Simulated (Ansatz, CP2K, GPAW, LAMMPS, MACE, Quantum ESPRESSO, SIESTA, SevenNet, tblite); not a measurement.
# Running 47In2O3-53ZnO (mol %) with crystalline order left by the classical run (65 atoms) with GPAW

Aim: run 47In2O3-53ZnO (mol %) with crystalline order left by the classical run (65 atoms) in GPAW and see how near its forces come to a plane-wave reference, and at what cost.

Program: GPAW 26.7.0. Level of theory: the method is named at each step. Results are calculated unless marked as measured.

### Step 1. The structure

The cell holds 65 atoms: 18 In, 10 Zn and 37 O. Its edges and angles: a = 9.453 Å, b = 9.453 Å, c = 9.453 Å, α = 90.0°, β = 90.0°, γ = 90.0°. 65 atoms (18 Sc, 10 Zn, 37 O) placed at random at 4.13 g/cm³, melted at 5000 K for 10 ps at fixed volume with the Morse and Coulomb pair potential with partial charges (Pedone, Malavasi, Menziani, Cormack and Segre, J. Phys. Chem. B 110, 11780 (2006)). Quenched from 5000 K to 300 K at 10 K/ps and fixed volume, held 10 ps at zero pressure, then minimised at fixed cell. Then Sc was replaced by In and the cell scaled by 1.027 (the potential has no terms for the new elements, so the cell is a start for a DFT relaxation).

The yardstick, on the same geometry:

```
method                 : Kohn-Sham DFT, PBE, SSSP efficiency 1.3.0 pseudopotentials, plane waves (Quantum ESPRESSO 7.5); sssp-pbe-1.3.0-efficiency, cutoffs 60/480 Ry, Γ point
r.m.s. force component : 0.2946 eV/Å
longest force          : 1.109 eV/Å
pressure               : 2.265 GPa
time                   : 2.6 min on 4 MPI ranks of Arm Neoverse V2, shared host
CPU time               : 11 min
```

### Step 2. PBE, LCAO dzp, h 0.18 Å

Method: Kohn-Sham DFT, PBE, PAW, atomic orbitals (dzp).

File run.py:

```python
import numpy as np
from ase.io import read
from gpaw import GPAW, FermiDirac

atoms = read("structure.xyz")
atoms.calc = GPAW(
    mode="lcao",
    basis="dzp",
    h=0.18,
    xc="PBE",
    kpts={"size": (1, 1, 1), "gamma": True},
    occupations=FermiDirac(0.05),
    maxiter=200,
    symmetry={"point_group": False},
    txt="gpaw.txt",
)
energy = atoms.get_potential_energy(force_consistent=True)
forces = atoms.get_forces()
print(f"energy {energy:.6f} eV")
print("forces (eV/A)")
for i, (a, f) in enumerate(zip(atoms, forces)):
    print(f"{i:4d} {a.symbol:2s} {f[0]:10.5f} {f[1]:10.5f} {f[2]:10.5f}")
print(f"Fermi level {atoms.calc.get_fermi_level():.4f} eV")
for k in range(len(atoms.calc.get_ibz_k_points())):
    for s in range(atoms.calc.get_number_of_spins()):
        e = atoms.calc.get_eigenvalues(kpt=k, spin=s)
        n = np.searchsorted(e, atoms.calc.get_fermi_level())
        print(f"k {k} spin {s} levels about the Fermi level:", np.round(e[max(n - 6, 0):n], 4).tolist(), "|", np.round(e[n:n + 6], 4).tolist())
```

File structure.xyz:

```xyz
65
Lattice="9.45319 0.00000 0.00000 0.00000 9.45319 0.00000 0.00000 0.00000 9.45319" Properties=species:S:1:pos:R:3 pbc="T T T"
In 5.66331 0.61105 1.45967
In 7.21713 2.27784 8.54890
In 8.23987 1.98876 3.15566
In 1.02406 4.36454 9.25997
In 7.44250 8.44860 8.59626
In 8.87966 0.59177 6.30811
In 2.65417 0.83557 6.28268
In 7.35420 8.35237 3.58389
In 4.14711 5.63722 3.83601
In 5.76134 3.93101 1.52168
In 2.59055 2.37682 2.67591
In 1.14573 7.00812 7.22451
In 1.04146 0.78868 0.36839
In 8.91493 3.81758 6.15942
In 2.67639 7.02287 1.31210
In 0.91271 5.40647 3.70612
In 5.74537 7.12298 6.20517
In 1.28488 8.91247 3.59883
Zn 8.87361 6.81471 1.33696
Zn 7.29730 5.34890 8.46760
Zn 2.70730 3.91995 5.99597
Zn 3.57198 2.55274 8.97089
Zn 4.20308 5.45506 8.09032
Zn 4.17264 8.74259 8.44652
Zn 5.73790 3.64071 5.78762
Zn 4.84911 0.79029 4.92048
Zn 7.33482 5.36903 4.05873
Zn 5.72107 6.93401 1.07190
O 1.05517 5.53522 1.50060
O 8.94763 6.87880 8.58652
O 2.43694 7.00982 3.53237
O 8.78598 3.86210 3.99189
O 6.23211 0.69131 3.49343
O 4.36860 8.80120 6.33269
O 5.85814 6.98279 4.06118
O 7.42510 8.43329 6.44906
O 7.22696 2.28692 1.30709
O 0.91195 5.37962 5.93178
O 4.38023 2.28389 1.51932
O 2.74218 6.94838 8.59286
O 8.82777 0.65652 8.49936
O 5.76853 4.11649 3.69374
O 7.42057 2.25723 6.36030
O 7.18471 5.50015 1.16823
O 1.85717 2.72138 0.67099
O 8.71319 3.84820 8.31900
O 2.93181 0.75389 4.05873
O 4.31075 5.49911 6.00107
O 5.82827 6.92475 8.38432
O 5.66927 3.84688 8.73815
O 8.75129 6.78455 3.48861
O 5.94464 0.55348 8.79960
O 4.29033 5.58315 1.64051
O 2.60209 4.10127 3.87534
O 7.17412 5.21041 6.18087
O 4.30489 8.44085 1.15783
[... 5 atom lines left out ...]
O 4.15969 2.37606 6.04012
O 8.80404 0.21780 4.24486
O 1.17787 8.74798 6.11395
O 0.69765 1.41297 2.45272
```

On the command line:

```
> OMP_NUM_THREADS=1 python run.py > output.txt
```

What it wrote:

```text
energy -313.272412 eV
forces (eV/A)
   0 In   -0.12684   -0.15246   -0.07668
   1 In   -0.12117   -0.22736   -0.22642
   2 In   -0.06342    0.58785   -0.18709
   3 In   -0.41955    0.33648   -0.02091
   4 In    0.36997    0.07870   -0.13745
   5 In   -0.10924    0.13780    0.26978
   6 In   -0.95747    0.14086    0.66576
   7 In   -0.37796   -0.39451    0.30660
   8 In    0.41284    0.14833   -0.26251
   9 In    0.30211    0.15079    0.15714
  10 In    0.06028    0.40815    0.60612
  11 In   -0.26991    0.10441    0.18666
  12 In   -0.52179   -0.46829   -0.43577
  13 In    0.09429   -0.09736    0.25897
  14 In   -0.04621    0.07927   -0.35192
  15 In    0.03782    0.01817    0.02970
  16 In    0.42551    0.30670   -0.28902
  17 In    0.02902   -0.22249   -0.00981
  18 Zn   -0.08025   -0.03134   -0.28726
  19 Zn    0.14598    0.16339    0.01430
  20 Zn   -0.34153   -0.14054   -0.00031
  21 Zn    0.28251   -0.09291   -0.09888
  22 Zn   -0.12510    0.01721    0.28304
  23 Zn   -0.02938   -0.00591    0.09558
[...]
57 O     0.28307    0.00008   -0.05218
  58 O     0.63914    0.36214    0.30139
  59 O     0.34702   -0.25999    0.16849
  60 O     0.64059   -0.22625   -0.48383
  61 O     0.46972    0.57210   -0.08797
  62 O     0.33944    0.01330   -0.27942
  63 O    -0.05430   -0.27345   -0.74281
  64 O     0.08722   -0.32555    0.11343
Fermi level 5.3073 eV
k 0 spin 0 levels about the Fermi level: [4.8761, 4.8874, 4.9418, 5.034, 5.0431, 5.1353] | [5.4642, 8.3036, 8.5704, 8.6568, 8.7829, 8.938]
```

gpaw.txt:

```text
Input parameters:
  mode=LCAO(),
  basis={'default': 'dzp'},
  h=0.18,
  kpts=MonkhorstPack(size=(1, 1, 1), gamma=True),
  maxiter=200,
  occupations=Occupations(name='fermi-dirac', width=0.05, fixmagmom=False),
  symmetry=Symmetry(point_group=False),
  xc=XC(name='PBE')
Unit cell  # Å
| periodic |        x |        y |        z |  lengths |    angles |
|----------|----------|----------|----------|----------|-----------|
|      yes | 9.453190 | 0.000000 | 0.000000 | 9.453190 | 90.000000 |
|      yes | 0.000000 | 9.453190 | 0.000000 | 9.453190 | 90.000000 |
|      yes | 0.000000 | 0.000000 | 9.453190 | 9.453190 | 90.000000 |
Number of symmetries: 1
Symmetry operations  # r_c * U_cc + t_c -> r_c
|   | kind |            matrix            |
|---|------|------------------------------|
| 0 |  E   |  1, 0, 0,  0, 1, 0,  0, 0, 1 |
BZ-sampling:
  Number of BZ points: 1
  Number of IBZ points: 1
  Monkhorst-Pack size: [1, 1, 1]
  Monkhorst-Pack shift: [0, 0, 0]
[... lines left out ...]
  Fermi-Dirac:
    width: 0.0500  # eV
FastPoissonSolver using
    Stencil: 6*3+1=19 point O(h^6) finite-difference Laplacian
xc functional:
  name: PBE with 2 nearest neighbor stencil
interpolation: tri-quintic # 5. degree polynomial
Initialization done in: 9.088 s
convergence criteria:
- Maximum [total energy] change in last 3 cyles: 0.0005 eV / valence electron
- Maximum integral of absolute [dens]ity change: 0.0001 electrons / valence electron
- Maximum integral of absolute [eigenst]ate change: 4e-08 eV^2 / valence electron
maximum number of iterations: 200
SCF iterations
|iter     |      energy | eigst |  dens |
|---------|-------------|-------|-------|
|iter:   1| -347.042332 |      c|       |
|iter:   2| -337.660292 |      c| -1.03 |
|iter:   3| -313.650044 |      c| -1.08 |
|iter:   4| -313.499135 |      c| -1.58 |
|iter:   5| -314.452293 |      c| -1.83 |
|iter:   6| -313.390442 |      c| -2.08 |
|iter:   7| -313.322796 |      c| -2.67 |
|iter:   8| -313.282242c|      c| -2.85 |
|iter:   9| -313.265802c|      c| -3.05 |
|iter:  10| -313.255870c|      c| -3.24 |
|iter:  11| -313.253610c|      c| -3.66 |
|iter:  12| -313.253367c|      c| -4.08c|
Converged in 12 steps
SCF loop duration: 195.320 s (16.277 s/step)
Energy contributions relative to reference atoms: (reference = -3443682.355554)
Energy contributions:
  Kinetic:         756.190990
  Coulomb:        -652.183787
  Zero:              8.841358
  External:          0.000000
  Xc:             -426.082883
  Entropy:          -0.038091
  Spinorbit:         0.000000
  ----------------------------
  Free energy:    -313.272412
  Extrapolated:   -313.253367
dipole moment: (30.681401, -40.103071, 30.889491)  # |e|*Ang
Fermi level: 5.307
Eigenvalues  # (at kpt = [0.000, 0.000, 0.000])
| band index |      eig [eV] | occ [0-2] |
|------------|---------------|-----------|
|          0 |       -13.391 |     2.000 |
|        ... |               |           |
|        280 |         4.765 |     2.000 |
|        281 |         4.832 |     2.000 |
[...]
|        295 |         9.221 |     0.000 |
|        ... |               |           |
|        349 |        14.790 |     0.000 |
Gap: 0.329 eV
Transition (v -> c):
  (s=0, k=0, n=287, [0.00, 0.00, 0.00]) -> (s=0, k=0, n=288, [0.00, 0.00, 0.00])
No difference between direct/indirect transitions
Force computation time: 40.919  # s
timing:  # [seconds]
  Total:  245.358  # ━━━━━━━━━━━━━━━━━━━━━━━━━━━━━━━━━━━━━━━━━━━━━━━━━━━━━━━━
  Init:     9.088  # ━━
  SCF:    195.320  # ━━━━━━━━━━━━━━━━━━━━━━━━━━━━━━━━━━━━━━━━━━━━╸
  Forces:  40.919  # ━━━━━━━━━╸
```

Run time: 4.1 min. Hardware: 1 thread of Arm Neoverse V2, shared host; peak memory 1.5 GiB.

Banners, paths, timers and routine set-up lines are dropped from the logs unmarked, and long logs keep their key lines alone; longer cuts are marked.

Compared with the plane-wave run:

```yaml
r_m_s_force_component: 0.3237 eV/Å
r_m_s_difference_of_force_components: 59.66 meV/Å
longest_difference_of_force_vectors: 198.4 meV/Å
force_difference_over_r_m_s_force: 20.25 %
slope_of_forces_against_the_reference_s: 1.083
correlation_of_force_components: 0.9858
spacing_of_highest_filled_and_lowest_empty_level: 0.3289 eV
```

Length of the force difference by element (eV/Å):

```csv
element,atoms,mean,most
In,18,0.071,0.15
O,37,0.10,0.20
Zn,10,0.11,0.19
```

Levels nearest the highest filled one (eV from it): -0.26, -0.25, -0.19, -0.10, -0.09, 0.00, 0.33, 3.17, 3.44, 3.52, 3.65, 3.80.

The surroundings of O49, which has 6 bonded neighbours where the commonest count for O is 4, nearest first, numbered as they follow in the input and with coordinates relative to it.

```csv
atom,x,y,z,distance (Å),bonds,Fx,Fy,Fz (eV/Å)
O49,0.00,0.00,0.00,0.00,6,-0.64,-0.53,0.02
Zn28,-0.11,0.01,2.14,2.14,5,0.08,-0.05,0.40
Zn20,1.47,-1.58,0.08,2.16,6,0.15,0.16,0.01
In17,-0.08,0.20,-2.18,2.19,6,0.43,0.31,-0.29
Zn23,-1.63,-1.47,-0.29,2.21,5,-0.13,0.02,0.28
In5,1.61,1.52,0.21,2.23,6,0.37,0.08,-0.14
Zn24,-1.66,1.82,0.06,2.46,6,-0.03,-0.01,0.10
O36,1.60,1.51,-1.94,2.93,3,0.27,0.03,-0.26
O44,1.36,-1.42,2.24,2.98,4,0.30,0.52,-0.44
```

Atoms are counted from 1 here, from 0 in the log.

Forces lie 20 % from the reference's, at 0.39 times its CPU time (on 1 against 4 cores).

### Step 3. PBE, LCAO sz(dzp), h 0.18 Å

Method: Kohn-Sham DFT, PBE, PAW, atomic orbitals (sz(dzp)).

run.py: that of step 2 with these lines changed.

```diff
@@ -7,3 +7,3 @@
     mode="lcao",
-    basis="dzp",
+    basis="sz(dzp)",
     h=0.18,
```

structure.xyz is that of step 2.

What it wrote:

```text
energy -278.302130 eV
forces (eV/A)
   0 In   -0.53002    0.05004    0.25285
   1 In    0.02325   -0.21528   -0.16913
   2 In   -0.09367    0.88554   -0.14765
   3 In   -0.55881    0.30349    0.07800
   4 In    0.62726    0.12020   -0.01009
   5 In   -0.16732   -0.01426   -0.05196
   6 In   -1.20124    0.21266    0.83297
   7 In   -0.31487   -0.43722    0.31262
   8 In    0.30705    0.41435   -0.17172
   9 In    0.12124   -0.13240    0.43366
  10 In    0.34623    0.67172    0.76585
  11 In   -0.27622    0.05865    0.07491
[...]
60 O     0.47918   -0.35821   -0.38337
  61 O     0.39678    0.61958   -0.00237
  62 O     0.41835    0.06651   -0.19376
  63 O    -0.06230   -0.24906   -0.81987
  64 O     0.10621   -0.33300    0.07983
Fermi level 5.9206 eV
k 0 spin 0 levels about the Fermi level: [5.6543, 5.7034, 5.739, 5.785, 5.8027, 5.8193] | [5.9598, 9.0317, 9.284, 9.3739, 9.4671, 9.6193]
```

gpaw.txt:

```text
Input parameters:
  mode=LCAO(),
  basis={'default': 'sz(dzp)'},
  h=0.18,
  kpts=MonkhorstPack(size=(1, 1, 1), gamma=True),
  maxiter=200,
  occupations=Occupations(name='fermi-dirac', width=0.05, fixmagmom=False),
  symmetry=Symmetry(point_group=False),
  xc=XC(name='PBE')
[... lines left out ...]
  Fermi-Dirac:
[... lines left out ...]
convergence criteria:
- Maximum [total energy] change in last 3 cyles: 0.0005 eV / valence electron
[... lines left out ...]
Converged in 17 steps
[... lines left out ...]
  Free energy:    -278.302130
[... lines left out ...]
Fermi level: 5.921
[... lines left out ...]
|          0 |       -12.835 |     2.000 |
|        ... |               |           |
|        280 |         5.588 |     1.997 |
|        281 |         5.623 |     1.995 |
[...]
|        295 |         9.937 |     0.000 |
|        ... |               |           |
|        349 |        15.928 |     0.000 |
Gap: 0.141 eV
Transition (v -> c):
  (s=0, k=0, n=287, [0.00, 0.00, 0.00]) -> (s=0, k=0, n=288, [0.00, 0.00, 0.00])
No difference between direct/indirect transitions
Force computation time: 10.543  # s
timing:  # [seconds]
  Total:  97.511  # ━━━━━━━━━━━━━━━━━━━━━━━━━━━━━━━━━━━━━━━━━━━━━━━━━━━━━━━━━
  Init:    6.580  # ━━━━
  SCF:    80.358  # ━━━━━━━━━━━━━━━━━━━━━━━━━━━━━━━━━━━━━━━━━━━━━━━
  Forces: 10.543  # ━━━━━━
```

It took 99 s on 1 thread; peak memory 1.2 GiB.

Against the reference:

| Quantity | Value |
| --- | --- |
| r.m.s. force component | 0.3705 eV/Å |
| r.m.s. difference of force components | 161.4 meV/Å |
| longest difference of force vectors | 623.5 meV/Å |
| force difference over r.m.s. force | 54.79 % |
| slope of forces against the reference's | 1.141 |
| correlation of force components | 0.9071 |
| gap (highest filled to lowest empty level) | 0.1405 eV |

This is a coarse setting, run to see what it loses.

Against the first run (20 %), the force difference from the reference is 55 %, at 0.40 times the CPU time (17 SCF steps against 12), with 400 basis functions against 1105: the smaller basis costs accuracy.

### Step 4. PBE, LCAO szp(dzp), h 0.18 Å

Method: Kohn-Sham DFT, PBE, PAW, atomic orbitals (szp(dzp)).

run.py: that of step 3 with these lines changed.

```diff
@@ -7,3 +7,3 @@
     mode="lcao",
-    basis="sz(dzp)",
+    basis="szp(dzp)",
     h=0.18,
```

structure.xyz is that of step 3.

What it wrote:

```text
energy -296.629179 eV
forces (eV/A)
   0 In   -0.19321   -0.13377   -0.00977
   1 In   -0.04196   -0.22417   -0.19565
   2 In   -0.05084    0.69496   -0.22471
   3 In   -0.47180    0.31382    0.03693
   4 In    0.42633    0.09615   -0.18254
   5 In   -0.10728    0.18418    0.27137
[...]
62 O     0.34335   -0.00184   -0.26592
  63 O    -0.02609   -0.36013   -0.80233
  64 O     0.06283   -0.32290    0.13895
Fermi level 5.6461 eV
k 0 spin 0 levels about the Fermi level: [5.2737, 5.3111, 5.349, 5.4435, 5.4538, 5.5109] | [5.7529, 8.675, 8.9326, 9.0198, 9.1654, 9.3276]
```

gpaw.txt:

```text
Input parameters:
  mode=LCAO(),
  basis={'default': 'szp(dzp)'},
  h=0.18,
  kpts=MonkhorstPack(size=(1, 1, 1), gamma=True),
  maxiter=200,
  occupations=Occupations(name='fermi-dirac', width=0.05, fixmagmom=False),
[... lines left out ...]
  Fermi-Dirac:
[... lines left out ...]
convergence criteria:
- Maximum [total energy] change in last 3 cyles: 0.0005 eV / valence electron
[... lines left out ...]
Converged in 13 steps
[... lines left out ...]
  Free energy:    -296.629179
[... lines left out ...]
Fermi level: 5.646
[... lines left out ...]
|        ... |               |           |
|        349 |        15.355 |     0.000 |
Gap: 0.242 eV
Transition (v -> c):
  (s=0, k=0, n=287, [0.00, 0.00, 0.00]) -> (s=0, k=0, n=288, [0.00, 0.00, 0.00])
No difference between direct/indirect transitions
Force computation time: 27.461  # s
timing:  # [seconds]
  Total:  184.760  # ━━━━━━━━━━━━━━━━━━━━━━━━━━━━━━━━━━━━━━━━━━━━━━━━━━━━━━━━
  Init:     7.487  # ━━╸
  SCF:    149.782  # ━━━━━━━━━━━━━━━━━━━━━━━━━━━━━━━━━━━━━━━━━━━━━╸
  Forces:  27.461  # ━━━━━━━━╸
```

Run time: 3.1 min. Hardware: 1 thread; peak memory 1.5 GiB.

Numbers from this run, and their distance from the reference:

* r.m.s. force component: 0.3269 eV/Å
* r.m.s. difference of force components: 81.04 meV/Å
* longest difference of force vectors: 301 meV/Å
* force difference over r.m.s. force: 27.51 %
* slope of forces against the reference's: 1.078
* correlation of force components: 0.9713
* gap (highest filled to lowest empty level): 0.242 eV

This is a coarse setting, run to see what it loses.

Against the first run (20 %), the force difference from the reference is 28 %, at 0.75 times the CPU time, with 705 basis functions against 1105: the smaller basis costs accuracy.

### Step 5. PBE, LCAO dzp, h 0.18 Å, other mixer settings

Method: Kohn-Sham DFT, PBE, PAW, atomic orbitals (dzp).

run.py: that of step 4 with these lines changed.

```diff
@@ -2,3 +2,3 @@
 from ase.io import read
-from gpaw import GPAW, FermiDirac
+from gpaw import GPAW, FermiDirac, Mixer
 
@@ -7,3 +7,3 @@
     mode="lcao",
-    basis="szp(dzp)",
+    basis="dzp",
     h=0.18,
@@ -12,2 +12,3 @@
     occupations=FermiDirac(0.05),
+    mixer=Mixer(0.1, 5, 50),
     maxiter=200,
```

structure.xyz is that of step 4.

What it wrote:

```text
energy -313.272410 eV
forces (eV/A)
   0 In   -0.12727   -0.14987   -0.08360
   1 In   -0.12145   -0.22161   -0.22505
   2 In   -0.06390    0.58931   -0.18573
   3 In   -0.41810    0.33874   -0.02375
   4 In    0.36658    0.07380   -0.13639
   5 In   -0.10753    0.13920    0.26855
[...]
62 O     0.33427    0.01244   -0.28203
  63 O    -0.05852   -0.27295   -0.73995
  64 O     0.08943   -0.32514    0.10786
Fermi level 5.3075 eV
k 0 spin 0 levels about the Fermi level: [4.8765, 4.8878, 4.9421, 5.0343, 5.0436, 5.1361] | [5.4641, 8.3034, 8.5702, 8.6566, 8.7828, 8.9379]
```

gpaw.txt:

```text
Input parameters:
  mode=LCAO(),
  basis={'default': 'dzp'},
  h=0.18,
  kpts=MonkhorstPack(size=(1, 1, 1), gamma=True),
  maxiter=200,
[... lines left out ...]
  occupations=Occupations(name='fermi-dirac', width=0.05, fixmagmom=False),
[... lines left out ...]
  Fermi-Dirac:
[... lines left out ...]
convergence criteria:
- Maximum [total energy] change in last 3 cyles: 0.0005 eV / valence electron
[... lines left out ...]
Converged in 14 steps
[... lines left out ...]
  Free energy:    -313.272410
[... lines left out ...]
Fermi level: 5.308
[... lines left out ...]
|        ... |               |           |
|        349 |        14.790 |     0.000 |
Gap: 0.328 eV
Transition (v -> c):
  (s=0, k=0, n=287, [0.00, 0.00, 0.00]) -> (s=0, k=0, n=288, [0.00, 0.00, 0.00])
No difference between direct/indirect transitions
Force computation time: 40.645  # s
timing:  # [seconds]
  Total:  279.160  # ━━━━━━━━━━━━━━━━━━━━━━━━━━━━━━━━━━━━━━━━━━━━━━━━━━━━━━━━
  Init:     9.184  # ━━
  SCF:    229.301  # ━━━━━━━━━━━━━━━━━━━━━━━━━━━━━━━━━━━━━━━━━━━━━━
  Forces:  40.645  # ━━━━━━━━
```

Elapsed: 4.7 min, on 1 thread; peak memory 1.5 GiB.

Numbers from this run, and their distance from the reference:

```yaml
r_m_s_force_component: 0.324 eV/Å
r_m_s_difference_of_force_components: 59.24 meV/Å
longest_difference_of_force_vectors: 190.4 meV/Å
force_difference_over_r_m_s_force: 20.11 %
slope_of_forces_against_the_reference_s: 1.085
correlation_of_force_components: 0.9861
spacing_of_highest_filled_and_lowest_empty_level: 0.328 eV
energy_less_the_same_level_run_s: 0 meV/atom
r_m_s_force_difference_from_the_same_level_run: 4.938 meV/Å
```

Against the first run (20 %), the force difference from the reference is 20 %, at 1.1 times the CPU time: another solver or mixer reaches the same state.

(Part 1 of 2 ends here.)

[Also dropped from logs without a mark: logging warnings of Python, and SIESTA's first energy breakdown and zero terms.]

[Logs are printed without paths, hosts, clocks, repeated set-up lines and the standing remarks that a program may print on its own settings, such as how far it seeks lower states.]

[Hosts, paths, dates, database ids (printed as entryN), source tags and the programs' standing remarks are cut or masked in the printed files.]
